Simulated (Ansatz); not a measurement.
# A hypothetical structure for Sc3AlSn, part 2 of 2

Starting from a made-up structure for Sc3AlSn, the aim is the relaxed cell, its shortest contacts and, where a second run follows, its electronic structure.

Ansatz 0.2.0; DFT, PBEsol, plane-wave PAW, files of the set soft_1, scalar-relativistic, no spin, cell and ions relaxed at zero pressure; PAW set soft_1 (the session's first sound run).

So far: The starting structure; Relaxation of the guess.

## Step 2: Relaxation of the guess (continued)

The steps of the relaxation:

```
step  energy less that of the first step (eV)  largest force component (eV/Å)  pressure (GPa)  volume (Å³)
   1                                   0.0000                          0.0000           13.91       104.89
   2                                  -0.7733                          0.0000            2.38       121.31
   3                                  -0.8086                          0.0000            0.47       125.36
   4                                  -0.8102                          0.0000            0.02       126.40
  5*                                  -0.8131                          0.0000            0.06       126.40
   6                                  -0.8131                          0.0000            0.00       126.55
  7*                                  -0.8131                          0.0000            0.00       126.55
```

Relaxation steps marked * repeat the geometry before them on a plane-wave basis chosen anew for their cell, so energy and pressure can jump there.

Forces are held to the 48 operations that the run works with; a distortion that breaks them can't arise in this run.

```
conventional cell, symmetrised  before  after   change
                         a (Å)   4.716  5.021   +6.5 %
                         b (Å)   4.716  5.021   +6.5 %
                         c (Å)   4.716  5.021   +6.5 %
              volume (Å³/atom)   20.98  25.31  +20.7 %
```

Final coordinates:

```cif
data_structure
_symmetry_space_group_name_H-M 'P 1'
_symmetry_Int_Tables_number 1
_cell_length_a 5.0206
_cell_length_b 5.0206
_cell_length_c 5.0206
_cell_angle_alpha 90.000
_cell_angle_beta 90.000
_cell_angle_gamma 90.000
_cell_volume 126.55
loop_
_atom_site_label
_atom_site_type_symbol
_atom_site_fract_x
_atom_site_fract_y
_atom_site_fract_z
_atom_site_occupancy
Sn1 Sn 0.00000 0.00000 0.00000 1
Sc2 Sc 0.50000 0.50000 0.00000 1
Sc3 Sc 0.50000 0.00000 0.50000 1
Sc4 Sc 0.00000 0.50000 0.50000 1
Al5 Al 0.50000 0.50000 0.50000 1
```

This step gave:

* free energy: -12808.3626 eV
* energy at zero smearing: -12808.3528 eV
* smearing term TS: 0.01962 eV
* Fermi energy: 7.990 eV
* electrons: 50
* symmetry operations: 48
* pressure: 0.001356 GPa

Shortest distances by pair of elements, guess and relaxed (not always the same contact):

```
 pair  guess (Å)  relaxed (Å)
Al–Sc      2.358        2.510
Sc–Sn      3.335        3.550
Sc–Sc      3.335        3.550
Al–Sn      4.084        4.348
Sn–Sn      4.716        5.021
```

The relaxation ends with a pressure of 0.00 GPa.

## Step 3: Electronic structure of the relaxed cell

With the geometry fixed, one more self-consistent run, with a narrower smearing and the mesh shown in its input, gives the bands, and its pressure, and its forces where symmetry allows any, show how far the geometry depends on these settings.

This step: DFT, PBEsol, plane-wave PAW, files of the set soft_1, scalar-relativistic, no spin, bands and density of states at the relaxed cell; PAW set soft_1 (Ansatz 0.2.0).

input.yaml reads:

```yaml
crystal:
  lattice:
    - [5.0205874703, 0.0, 0.0]
    - [0.0, 5.0205874703, 0.0]
    - [0.0, 0.0, 5.0205874703]
  atoms:
    - { symbol: Sn, position: [0.0, 0.0, 0.0] }
    - { symbol: Sc, position: [0.5, 0.5, 0.0] }
    - { symbol: Sc, position: [0.5, 0.0, 0.5] }
    - { symbol: Sc, position: [0.0, 0.5, 0.5] }
    - { symbol: Al, position: [0.5, 0.5, 0.5] }
kpoints:
  mp_grid: { grid: [6, 6, 6] }
  band_path:
    path:
      - [[0.0, 0.0, 0.0], [0.0, 0.5, 0.0], [0.5, 0.5, 0.0], [0.0, 0.0, 0.0], [0.5, 0.5, 0.5], [0.0, 0.5, 0.0]]
      - [[0.5, 0.5, 0.0], [0.5, 0.5, 0.5]]
    npoints: 13
scf:
  occupations: { method: fermi_dirac, width: 0.03 }
  n_extra_bands: 9
hamiltonian:
  xc: pbesol
  pseudopotentials: { kind: paw, azcp: { folder: soft_1 }, xc_functional: pbe }
output:
  forces: true
  stress: true
  write_bands: true
  dos: { projected: true }
  write_density: true
  write_potential: true
  elf: true
  volumetric_format: npy
```

On the command line:

```console
$ ansatz run input.yaml --threads 4 --pin off --max-ram 8192MiB --backend cpu --events-out ev --progress --plain --runs-dir out
```

Numbers of over 12 decimals in the logs are rounded to 6 here.

The log of the run:

```text
[...]
Crystal: 5 atoms, lattice volume = 126.550 Å³
Basis set: ecut = 420 eV, 2517 PW (Γ), exchange–correlation on 72×72×72 points (8 copies of the dense FFT grid, shifted against one another)
Bands: 34, of which v1, the nominal top of the filled ones, is band 25 counted from 1 (24 counted from 0)
Symmetry: 48 space group operations
[...]
k-points: 20 of 216
[...]
SCF iter   1: F=—  HF=-12812.098788 eV  |F-HF|=—  |Δ(HF+E_count)|=         —  Δρ=5.23e-2  dr2=1.44e1  ethr=3.10e-3  ⟨swp⟩=6.3  Hψ=3138  notcnv=0
[...]
SCF iter   8: F=-12808.355831 eV  HF=-12808.355831 eV  |F-HF|=2.84e-9  |Δ(HF+E_count)|=   3.84e-8  Δρ=7.40e-6  dr2=7.26e-8  ethr=2.00e-10  ⟨swp⟩=14.4  Hψ=5139  notcnv=0
SCF 1 converged in 8 iterations: F = -12808.355831 eV  dr2 = 7.26e-8
[...]
NSCF: frozen V_eff on 80 k-points
SCF converged after 8 iterations
Free energy (F): -12808.355831 eV
[...]
Internal energy: -12808.346916 eV  (E = F + TS)
E sigma→0 (E₀):  -12808.351373 eV
Entropy (-TS):   -0.008915 eV (-1.783 meV/atom)
Fermi energy:    7.976867 eV
[...]
--- Stress (GPa, compression-positive) ---
        0.007478       0.000000       0.000000
        0.000000       0.007478       0.000000
        0.000000       0.000000       0.007478
  P = ⅓ Tr σ = 0.0075 GPa (0.075 kbar)
--- Band table (eV; the first three rows and the last of 20) ---
  k-point 0: bands = [... 21 lower, 7.1894, 7.7825, 7.7825, 7.7846, 7.7846, 7.7846, 9.6915, 10.0461, ... 5 higher]
  k-point 1: bands = [... 21 lower, 7.1687, 7.7290, 7.7290, 7.8365, 7.9413, 8.3349, 8.8885, 9.9887, ... 5 higher]
  k-point 2: bands = [... 21 lower, 7.1322, 7.5062, 7.6196, 7.6196, 7.9541, 8.3536, 9.0345, 9.7963, ... 5 higher]
  k-point 19: bands = [... 21 lower, 5.5158, 6.4567, 6.4567, 6.4567, 9.3940, 9.3940, 9.3940, 9.3970, ... 5 higher]
```

It took 2.9 s on 4 threads of Arm Neoverse V2, shared host; peak memory 0.51 GiB; 11 s of CPU time.

This step gave:

- free energy: -12808.3558 eV
- energy at zero smearing: -12808.3514 eV
- smearing term TS: 0.008915 eV
- Fermi energy: 7.977 eV
- pressure: 0.007478 GPa

bands.tsv at the labelled points (eV, zero at the Fermi level; the bands that come nearest the Fermi level along the path):

| point | band 22 | band 23 | band 24 | band 25 | band 26 | band 27 | band 28 | band 29 |
| --- | --- | --- | --- | --- | --- | --- | --- | --- |
| Γ | -0.79 | -0.19 | -0.19 | -0.19 | -0.19 | -0.19 | 1.71 | 2.07 |
| X | -0.86 | -0.86 | -0.41 | -0.41 | 0.05 | 0.69 | 1.44 | 1.71 |
| M | -0.84 | -0.71 | -0.44 | -0.44 | 0.73 | 0.73 | 1.50 | 1.50 |
| Γ | -0.79 | -0.19 | -0.19 | -0.19 | -0.19 | -0.19 | 1.71 | 2.07 |
| R | -2.46 | -1.52 | -1.52 | -1.52 | 1.42 | 1.42 | 1.42 | 1.42 |
| X | -0.86 | -0.86 | -0.41 | -0.41 | 0.05 | 0.69 | 1.44 | 1.71 |
| M | -0.84 | -0.71 | -0.44 | -0.44 | 0.73 | 0.73 | 1.50 | 1.50 |
| R | -2.46 | -1.52 | -1.52 | -1.52 | 1.42 | 1.42 | 1.42 | 1.42 |

States per cell as run, both spins, in windows of 1 eV, from dos.tsv (zero at the Fermi level):

```
from  to  total
  -8  -7   0.23
  -7  -6   1.77
  -6  -5   1.33
  -5  -4   0.67
  -4  -3   0.01
  -3  -2   2.85
  -2  -1   2.97
  -1   0   6.18
   0   1   3.32
   1   2   7.70
```

A further 34.0 states lie below the table's range.

Electrostatic potential energy in the ac plane at fractional y = 0.500, with atoms of Sc and Al within 0.2 Å of it. With pseudopotentials it is smooth inside the atoms' cores, unlike the true potential.

Ten even steps from '0' (-47 eV) to '9' (12 eV), each cell a mean:
```
99997300158999
99998643579999
99999877889999
88999988899998
56899877789875
13688678778851
01587799878730
01588689778740
35788767689863
78899887899987
99999888899999
99998755689999
99998511368999
99997300158999
```
Columns run along a (5.0 Å; values clipped at the 3rd and 97th percentile), rows up along c (5.0 Å). Atoms in or near the plane, at fractional coordinates: Sc at (0.50, 0.00), Sc at (0.00, 0.50), Al at (0.50, 0.50).

Valence density in the ac plane at fractional y = 0.500, with atoms of Sc and Al within 0.2 Å of it. It is the smooth field of the valence electrons, not physical close to the nuclei.

Values in e/Å³, 14 rows by 14 columns, each cell a mean:
```
0.0 0.1 0.1 0.1 0.3 2.0 5.9 7.1 4.1 0.9 0.1 0.1 0.1 0.0
0.1 0.1 0.1 0.1 0.2 0.7 2.1 2.7 1.4 0.4 0.1 0.1 0.1 0.1
0.1 0.1 0.1 0.1 0.1 0.3 0.5 0.5 0.4 0.2 0.1 0.1 0.1 0.1
0.2 0.1 0.1 0.1 0.2 0.2 0.3 0.3 0.3 0.2 0.2 0.1 0.1 0.1
1.2 0.6 0.2 0.2 0.2 0.3 0.3 0.3 0.3 0.3 0.2 0.2 0.4 0.9
5.1 2.8 0.7 0.3 0.3 0.2 0.2 0.1 0.2 0.3 0.3 0.4 1.4 4.1
8.4 5.1 1.3 0.3 0.3 0.2 0.1 0.1 0.1 0.3 0.3 0.5 2.7 7.1
7.1 4.1 1.0 0.3 0.3 0.2 0.1 0.1 0.2 0.3 0.3 0.5 2.1 5.9
2.6 1.3 0.4 0.2 0.2 0.3 0.2 0.2 0.2 0.3 0.2 0.3 0.7 2.0
0.4 0.2 0.2 0.2 0.2 0.2 0.3 0.3 0.3 0.2 0.2 0.1 0.2 0.3
0.1 0.1 0.1 0.1 0.2 0.2 0.3 0.3 0.3 0.2 0.1 0.1 0.1 0.1
0.1 0.1 0.1 0.1 0.2 0.4 1.0 1.3 0.7 0.2 0.1 0.1 0.1 0.1
0.0 0.1 0.1 0.1 0.2 1.3 4.1 5.1 2.8 0.6 0.1 0.1 0.1 0.1
0.0 0.0 0.1 0.1 0.4 2.6 7.1 8.4 5.1 1.2 0.2 0.1 0.1 0.0
```
Columns run along a (5.0 Å), rows up along c (5.0 Å). Atoms in or near the plane, at fractional coordinates: Sc at (0.50, 0.00), Sc at (0.00, 0.50), Al at (0.50, 0.50).

ELF in the ac plane at fractional y = 0.500, with atoms of Sc and Al within 0.2 Å of it. It is the smooth field of the valence electrons, not physical close to the nuclei.

Values in units of 1e-1, 14 rows by 14 columns, each cell a mean:
```
2.4 2.2 1.3 0.5 1.9 6.1 4.9 3.3 6.2 4.4 0.7 0.8 1.8 2.3
1.8 1.8 1.6 1.1 1.0 3.6 5.8 6.0 5.1 2.1 0.9 1.4 1.8 1.8
0.7 1.0 1.9 2.9 2.6 2.2 2.7 2.9 2.4 2.3 2.9 2.5 1.4 0.8
0.8 0.7 1.5 4.3 6.1 5.6 4.6 4.3 5.0 6.0 5.6 2.9 0.9 0.7
5.0 3.4 1.6 3.9 7.1 7.2 5.4 4.7 6.3 7.4 6.0 2.3 2.1 4.4
5.6 6.3 3.5 3.1 6.3 5.1 1.6 1.0 3.0 6.3 5.0 2.4 5.1 6.2
1.2 5.4 4.7 2.9 5.4 2.9 1.6 5.2 1.0 4.7 4.3 2.9 6.0 3.3
3.4 6.1 4.3 2.9 5.8 3.8 0.8 1.6 1.6 5.4 4.6 2.7 5.8 4.9
6.4 5.3 2.3 3.4 6.9 6.6 3.8 2.9 5.1 7.2 5.6 2.2 3.6 6.1
2.3 1.4 1.3 4.3 6.9 6.9 5.8 5.4 6.3 7.1 6.1 2.6 1.0 1.9
0.4 0.7 1.8 3.8 4.3 3.4 2.9 2.9 3.1 3.9 4.3 2.9 1.1 0.5
1.2 1.4 1.8 1.8 1.3 2.3 4.3 4.7 3.5 1.6 1.5 1.9 1.6 1.3
2.2 2.0 1.4 0.7 1.4 5.3 6.1 5.4 6.3 3.4 0.7 1.0 1.8 2.2
2.6 2.2 1.2 0.4 2.3 6.4 3.4 1.2 5.6 5.0 0.8 0.7 1.8 2.4
```
Columns run along a (5.0 Å), rows up along c (5.0 Å). Atoms in or near the plane, at fractional coordinates: Sc at (0.50, 0.00), Sc at (0.00, 0.50), Al at (0.50, 0.50).

## Step 4: What came out

* space group, relaxed: Pm-3m
* conventional cell: a = 5.021, b = 5.021, c = 5.021 Å; α = 90.0°, β = 90.0°, γ = 90.0°
* volume per atom: 25.31 Å³ (guess 20.98)

What this shows: Sc3AlSn relaxes to Pm-3m with a = 5.021, b = 5.021 and c = 5.021 Å. The guessed volume was 17 % too small. The space group Pm-3m was held in the relaxation, so the end point is a stationary structure within it and may be a saddle against distortions or other arrangements. Bands cross the Fermi level, so it is a metal or semimetal at this level. On the 6×6×6 mesh with the narrower smearing (relaxed on 6×6×6) the forces vanish, as symmetry may demand, and the largest stress component is 0.007 GPa, within the relaxation's thresholds of 0.015 eV/Å and 0.05 GPa. The cutoff wasn't tested. No dispersion term is used, so weakly bound directions may come out too long. Nothing here tests whether the compound is stable against decomposition.

[Logs are printed without paths, hosts, clocks, repeated set-up lines and the standing remarks that a program may print on its own settings, such as how far it seeks lower states.]

[Hosts, paths, dates, database ids (printed as entryN), source tags and the programs' standing remarks are cut or masked in the printed files.]
